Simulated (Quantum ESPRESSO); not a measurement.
**BAs (F-43m): from the cell to the phonon bands**

Wanted: phonon bands, density of states and zone-centre response of BAs (F-43m).

Program: Quantum ESPRESSO 7.5. Level of theory: DFT LDA, scalar-relativistic, plane waves, GBRV ultrasoft pseudopotentials. Results are calculated unless marked as measured.

**What experiment says.**

For BAs, zinc blende (CVT-grown single crystal, 100 K), “Thermal expansion coefficients of high thermal conducting BAs and BP materials” (2019, arxiv:1906.04101) gives, by single-crystal XRD (Mo K-alpha): lattice constant a (cubic a at 100 K) 4.7741 ± 0.0015 Å.

“Basic Physical Properties of Cubic Boron Arsenide” (2019, arxiv:1911.11281) reports for BAs, zinc blende, by UV-visible absorption (single crystal grown by chemical vapor transport, 300 K): band gap (indirect optical gap from absorption edge) 1.82 eV [room-temperature optical absorption edge, not a zero-temperature fundamental gap].

**1. Starting point**

The structure is cubic, space group F-43m (No. 216). Conventional cell: a = 4.777 Å, b = 4.777 Å, c = 4.777 Å, α = 90.00°, β = 90.00°, γ = 90.00°. Nearest to B lie 4 As at 2.07 Å. Nearest to As lie 4 B at 2.07 Å. Farther neighbours are not listed.

**2. A first look**

Before anything dear is run, a loose run with smearing shows whether this is a metal and how far the cell is from rest.

Contents of probe.in:

```
 &control
    calculation='scf',
    prefix='x',
    outdir='./tmp',
    pseudo_dir='./pseudo',
    tprnfor=.true.,
    tstress=.true.,
    verbosity='high',
 /
 &system
    ibrav=0,
    nat=2,
    ntyp=2,
    ecutwfc=40.0,
    ecutrho=240.0,
    occupations='smearing',
    smearing='gaussian',
    degauss=0.01,
 /
 &electrons
    conv_thr=1.0d-07,
    mixing_beta=0.7,
    electron_maxstep=100,
 /
ATOMIC_SPECIES
 B      10.8100  B.upf
 As     74.9216  As.upf
CELL_PARAMETERS angstrom
    -2.388500000    0.000000000    2.388500000
     0.000000000    2.388500000    2.388500000
    -2.388500000    2.388500000    0.000000000
ATOMIC_POSITIONS crystal
 B      0.000000000   0.000000000   0.000000000
 As     0.250000000   0.250000000   0.250000000
K_POINTS automatic
 6 6 6 0 0 0
```

Run with:

```sh
$ OMP_NUM_THREADS=1 mpirun -n 2 pw.x -nk 2 -in probe.in > probe.out
```

What it wrote:

```text
[banners, grids, parts of the stress and lines that vanish by symmetry left out]
Program PWSCF v.7.5
     Message from routine setup:
     using ibrav=0 with symmetry is DISCOURAGED, use correct ibrav instead
[...]
kinetic-energy cutoff     =      40.0000  Ry
     charge density cutoff     =     240.0000  Ry
     scf convergence threshold =      1.0E-07
[...]
Exchange-correlation= SLA  PZ   NOGX NOGC
                           (   1   1   0   0   0   0   0)
[...]
24 Sym. Ops. (no inversion) found
[...]
(     0          1          0      )
                  (     0          0          1      )
[...]
(  0.0000000  1.0000000  0.0000000 )
                  ( -0.0000000 -0.0000000  1.0000000 )
[...]
(     1          0         -1      )
                  (     0          0         -1      )
[...]
(  0.0000000  1.0000000  0.0000000 )
[...]
(    -1          0          1      )
                  (    -1          0          0      )
[...]
( -0.0000000 -0.0000000  1.0000000 )
                  (  0.0000000 -1.0000000 -0.0000000 )
[...]
number of k points=    16  Gaussian smearing, width (Ry)=  0.0100
[...]
End of self-consistent calculation
[...]
the Fermi energy is     8.9632 ev
!    total energy              =     -46.19060100 Ry
[...]
convergence has been achieved in   6 iterations
[...]
atom    1 type  1   force =     0.00000000   -0.00000000    0.00000000
     atom    2 type  2   force =    -0.00000000   -0.00000000    0.00000000
[...]
Total force =     0.000000     Total SCF correction =     0.000000
[...]
total   stress  (Ry/bohr**3)                   (kbar)     P=      -25.49
[...]
XML data file, charge density, pseudopotentials, collected wavefunctions

   JOB DONE.
```

The job ended after 2.7 s (2 MPI ranks of Arm Neoverse N1, shared host).

Numbers from this step:

```yaml
volume_per_atom: 13.63 Å³
pressure: -2.549 GPa
gap_on_the_k_mesh: 1.222 eV
```

A gap of 1.2 eV opens on this mesh, so the crystal is taken as an insulator; the start stands at -2.5 GPa.

**3. Relaxing the cell and atoms**

Frequencies change by per cents with a per cent of volume, so the structure is first brought to rest at this level of theory.

Contents of relax.in:

```
 &control
    calculation='vc-relax',
    prefix='x',
    outdir='./tmp',
    pseudo_dir='./pseudo',
    tprnfor=.true.,
    tstress=.true.,
    forc_conv_thr=2.0d-05,
    etot_conv_thr=1.0d-07,
    nstep=40,
 /
 &system
    ibrav=0,
    nat=2,
    ntyp=2,
    ecutwfc=40.0,
    ecutrho=240.0,
    occupations='fixed',
    nbnd=6,
 /
 &electrons
    conv_thr=1.0d-11,
    mixing_beta=0.7,
    electron_maxstep=100,
 /
 &ions
 /
 &cell
    press_conv_thr=0.1,
 /
ATOMIC_SPECIES
 B      10.8100  B.upf
 As     74.9216  As.upf
CELL_PARAMETERS angstrom
    -2.388500000    0.000000000    2.388500000
     0.000000000    2.388500000    2.388500000
    -2.388500000    2.388500000    0.000000000
ATOMIC_POSITIONS crystal
 B      0.000000000   0.000000000   0.000000000
 As     0.250000000   0.250000000   0.250000000
K_POINTS automatic
 8 8 8 0 0 0
```

Run with:

```sh
$ OMP_NUM_THREADS=1 mpirun -n 2 pw.x -nk 2 -in relax.in > relax.out
```

What it wrote:

```text
[banners, grids, parts of the stress and lines that vanish by symmetry left out]
[banner, memory and clock lines left out]
Program PWSCF v.7.5

[...]
kinetic-energy cutoff     =      40.0000  Ry
     charge density cutoff     =     240.0000  Ry
     scf convergence threshold =      1.0E-11
[...]
energy convergence thresh.=      1.0E-07
     force convergence thresh. =      2.0E-05
     press convergence thresh. =      1.0E-01
     Exchange-correlation= SLA  PZ   NOGX NOGC
                           (   1   1   0   0   0   0   0)
[...]
24 Sym. Ops. (no inversion) found
[...]
number of k points=    29
[...]
End of self-consistent calculation
[...]
highest occupied, lowest unoccupied level (ev):     8.3689    9.5036
!    total energy              =     -46.19184262 Ry
[...]
convergence has been achieved in  12 iterations
[...]
atom    1 type  1   force =     0.00000000    0.00000000   -0.00000000
     atom    2 type  2   force =    -0.00000000    0.00000000   -0.00000000
     Total force =     0.000000     Total SCF correction =     0.000000
[...]
total   stress  (Ry/bohr**3)                   (kbar)     P=      -25.91
[...]
number of bfgs steps    =   0
[...]
CELL_PARAMETERS (angstrom)
[...]
ATOMIC_POSITIONS (crystal)
B               -0.0000000000       -0.0000000000        0.0000000000
As               0.2500000000        0.2500000000        0.2500000000
[...]
New effective cutoffs (rho, wfc):  240.46   40.35
[...]
End of self-consistent calculation
[...]
highest occupied, lowest unoccupied level (ev):     8.5480    9.6716
!    total energy              =     -46.19211711 Ry
[...]
convergence has been achieved in   8 iterations
[...]
atom    1 type  1   force =     0.00000000    0.00000000   -0.00000000
     atom    2 type  2   force =    -0.00000000   -0.00000000    0.00000000
     Total force =     0.000000     Total SCF correction =     0.000000
[...]
total   stress  (Ry/bohr**3)                   (kbar)     P=       -7.26
[...]
number of bfgs steps    =   1
[...]
CELL_PARAMETERS (angstrom)
[...]
ATOMIC_POSITIONS (crystal)
B               -0.0000000000       -0.0000000000        0.0000000000
As               0.2500000000        0.2500000000        0.2500000000
[...]
New effective cutoffs (rho, wfc):  241.28   40.49
[...]
End of self-consistent calculation
[...]
highest occupied, lowest unoccupied level (ev):     8.6177    9.7370
!    total energy              =     -46.19213735 Ry
[...]
convergence has been achieved in   9 iterations
[...]
atom    1 type  1   force =     0.00000000   -0.00000000    0.00000000
     atom    2 type  2   force =     0.00000000    0.00000000    0.00000000
     Total force =     0.000000     Total SCF correction =     0.000000
[...]
total   stress  (Ry/bohr**3)                   (kbar)     P=        0.21
[...]
number of bfgs steps    =   2
[...]
CELL_PARAMETERS (angstrom)
[...]
ATOMIC_POSITIONS (crystal)
B               -0.0000000000       -0.0000000000       -0.0000000000
As               0.2500000000        0.2500000000        0.2500000000
[...]
New effective cutoffs (rho, wfc):  241.26   40.49
[...]
End of self-consistent calculation
[...]
highest occupied, lowest unoccupied level (ev):     8.6157    9.7351
!    total energy              =     -46.19213737 Ry
[...]
convergence has been achieved in   6 iterations
[...]
atom    1 type  1   force =     0.00000000    0.00000000   -0.00000000
     atom    2 type  2   force =    -0.00000000   -0.00000000    0.00000000
     Total force =     0.000000     Total SCF correction =     0.000000
[...]
total   stress  (Ry/bohr**3)                   (kbar)     P=       -0.00
[...]
bfgs converged in   4 scf cycles and   3 bfgs steps
[...]
End of BFGS Geometry Optimization
     Final enthalpy           =     -46.1921373717 Ry
     File ./tmp/x.bfgs deleted, as requested
[...]
CELL_PARAMETERS (angstrom)
[...]
ATOMIC_POSITIONS (crystal)
B               -0.0000000000       -0.0000000000       -0.0000000000
As               0.2500000000        0.2500000000        0.2500000000
[...]
Final scf calculation at the relaxed structure.
[...]
kinetic-energy cutoff     =      40.0000  Ry
     charge density cutoff     =     240.0000  Ry
     scf convergence threshold =      1.0E-13
[...]
press convergence thresh. =      1.0E-01
     Exchange-correlation= SLA  PZ   NOGX NOGC
                           (   1   1   0   0   0   0   0)
[...]
24 Sym. Ops. (no inversion) found
[...]
number of k points=    29
[...]
c_bands:  1 eigenvalues not converged
[...]
End of self-consistent calculation
[...]
highest occupied, lowest unoccupied level (ev):     8.6157    9.7352
!    total energy              =     -46.19212371 Ry
[...]
convergence has been achieved in  14 iterations
[...]
atom    1 type  1   force =     0.00000000    0.00000000    0.00000000
     atom    2 type  2   force =     0.00000000    0.00000000    0.00000000
     Total force =     0.000000     Total SCF correction =     0.000000
[...]
total   stress  (Ry/bohr**3)                   (kbar)     P=       -0.06
[...]
XML data file, charge density, pseudopotentials, collected wavefunctions
```

Elapsed: 17 s, on 2 MPI ranks.

Relaxation path:

| step | energy less that of the first step (eV) | largest force (eV/Å) | pressure (GPa) | volume (Å³) |
| --- | --- | --- | --- | --- |
| 1 | 0.0000 | 0.0000 | -2.59 | 27.25 |
| 2 | -0.0037 | 0.0000 | -0.73 | 26.89 |
| 3 | -0.0040 | 0.0000 | 0.02 | 26.76 |
| 4 | -0.0040 | 0.0000 | 0.00 | 26.76 |
| 5 | -0.0038 | 0.0000 | -0.01 | 26.76 |

| conventional cell, symmetrised | before | after | change |
| --- | --- | --- | --- |
| a (Å) | 4.777 | 4.748 | -0.6 % |
| b (Å) | 4.777 | 4.748 | -0.6 % |
| c (Å) | 4.777 | 4.748 | -0.6 % |
| volume (Å³/atom) | 13.63 | 13.38 | -1.8 % |

The relaxed structure:

```
CELL_PARAMETERS angstrom
-2.37405 0.00000 2.37405
0.00000 2.37405 2.37405
-2.37405 2.37405 0.00000
ATOMIC_POSITIONS crystal
B 0.00000 0.00000 0.00000
As 0.25000 0.25000 0.25000
```

The last row of the table of steps is pw.x's closing run on a basis chosen anew for the final cell, so its energy can jump.

This step gave:

- volume per atom: 13.38 Å³
- pressure: -0.006000 GPa
- gap on the k-mesh: 1.120 eV

The volume changes by -1.8 % from the cell with which this run began.

**4. Self-consistent run for the response**

The response is built on this ground state, so it is converged far tighter than an energy would need. With a gap, occupations are fixed, which also allows the response to an electric field.

Contents of scf.in:

```
 &control
    calculation='scf',
    prefix='x',
    outdir='./tmp',
    pseudo_dir='./pseudo',
    tprnfor=.true.,
    tstress=.true.,
 /
 &system
    ibrav=0,
    nat=2,
    ntyp=2,
    ecutwfc=40.0,
    ecutrho=240.0,
    occupations='fixed',
    nbnd=6,
 /
 &electrons
    conv_thr=1.0d-12,
    mixing_beta=0.7,
    electron_maxstep=100,
 /
ATOMIC_SPECIES
 B      10.8100  B.upf
 As     74.9216  As.upf
CELL_PARAMETERS angstrom
    -2.374049389    0.000000000    2.374049389
     0.000000000    2.374049389    2.374049389
    -2.374049389    2.374049389    0.000000000
ATOMIC_POSITIONS crystal
 B      0.000000000   0.000000000   0.000000000
 As     0.250000000   0.250000000   0.250000000
K_POINTS automatic
 8 8 8 0 0 0
```

Run with:

```sh
$ OMP_NUM_THREADS=1 mpirun -n 2 pw.x -nk 2 -in scf.in > scf.out
```

What it wrote:

```text
[banners, grids, parts of the stress and lines that vanish by symmetry left out]
[banner, memory and clock lines left out]
Program PWSCF v.7.5

[...]
kinetic-energy cutoff     =      40.0000  Ry
     charge density cutoff     =     240.0000  Ry
     scf convergence threshold =      1.0E-12
[...]
Exchange-correlation= SLA  PZ   NOGX NOGC
                           (   1   1   0   0   0   0   0)
[...]
24 Sym. Ops. (no inversion) found
[...]
number of k points=    29
[...]
End of self-consistent calculation
[...]
highest occupied, lowest unoccupied level (ev):     8.6157    9.7352
!    total energy              =     -46.19212371 Ry
[...]
convergence has been achieved in  13 iterations
[...]
atom    1 type  1   force =     0.00000000   -0.00000000    0.00000000
     atom    2 type  2   force =     0.00000000    0.00000000   -0.00000000
     Total force =     0.000000     Total SCF correction =     0.000000
[...]
total   stress  (Ry/bohr**3)                   (kbar)     P=       -0.06
[...]
XML data file, charge density, pseudopotentials, collected wavefunctions
```

Elapsed: 4.8 s, on 2 MPI ranks; 9.2 s of CPU time.

The cell stands at -0.0060 GPa, close enough for phonons.

(Part 1 of 3 ends here.)

[Host names and launcher messages were left out of these logs when they were recorded.]

[Logs are printed without paths, hosts, clocks, repeated set-up lines and the standing remarks that a program may print on its own settings, such as how far it seeks lower states.]

[Hosts, paths, dates, database ids (printed as entryN), source tags and the programs' standing remarks are cut or masked in the printed files.]
